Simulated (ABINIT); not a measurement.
# SrO (Fm-3m): least direct gap against volume

The cell of SrO (Fm-3m) is scaled evenly and the response computed anew at each volume, on one mesh.

Symmetry: Fm-3m, No. 225, cubic system. The conventional cell has a = 5.133 Å, b = 5.133 Å, c = 5.133 Å, α = 90.00°, β = 90.00°, γ = 90.00°. Sr on site b is surrounded by 6 O at 2.57 Å. O on site a is surrounded by 6 Sr at 2.57 Å.

Method: ABINIT 10.8.3, PBE, independent particles, k-mesh 11×11×11, Lorentzian half width 0.04 eV.

Launch of the response step: `optic optic.abi`. The series took 3.3 min in all, its band step included, on 4 threads of Arm Neoverse V2, with other jobs on the host.

| V/V₀ | V (Å³, primitive cell) | least direct gap (eV) |
| --- | --- | --- |
| 0.94 | 31.77 | 3.3523 |
| 0.97 | 32.79 | 3.3996 |
| 1.00 | 33.80 | 3.4379 |
| 1.03 | 34.82 | ? |
| 1.06 | 35.83 | 3.4920 |

For small changes the quantity should be close to linear in ln V.

Working, on the rows shown:

| x = ln(V/V₀) | y = least direct gap |
| --- | --- |
| -0.0618754 | 3.3523 |
| -0.0304592 | 3.3996 |
| 0 | 3.4379 |
| 0.0582689 | 3.492 |

Means: x̄ = -0.0085164, ȳ = 3.4204. Σ(x − x̄)(y − ȳ) = 0.009021, Σ(x − x̄)² = 0.007861. Slope = 0.009021 / 0.007861 = 1.147; intercept = ȳ − slope · x̄ = 3.4302. The line misses the rows shown by at most 0.0077 eV.

Fill in the last column of the withheld row.

At x = 0.029559 the line gives y = 3.4641 eV. The run gave 3.4684 eV, so the interpolation is off by 0.0043 eV, 3 % of the range in the table.

Between the rows on either side of x = 0 the slope is (3.4684 − 3.3996) / (0.029559 − (-0.030459)) = 1.146. That is a volume deformation potential of 1.1 eV: the least direct gap on this mesh narrows by 11 meV for each per cent of compression. The cell comes from an older database entry, whose edges can be off by a per cent or so. PBE gaps are as a rule too small. Spin-orbit coupling is left out.
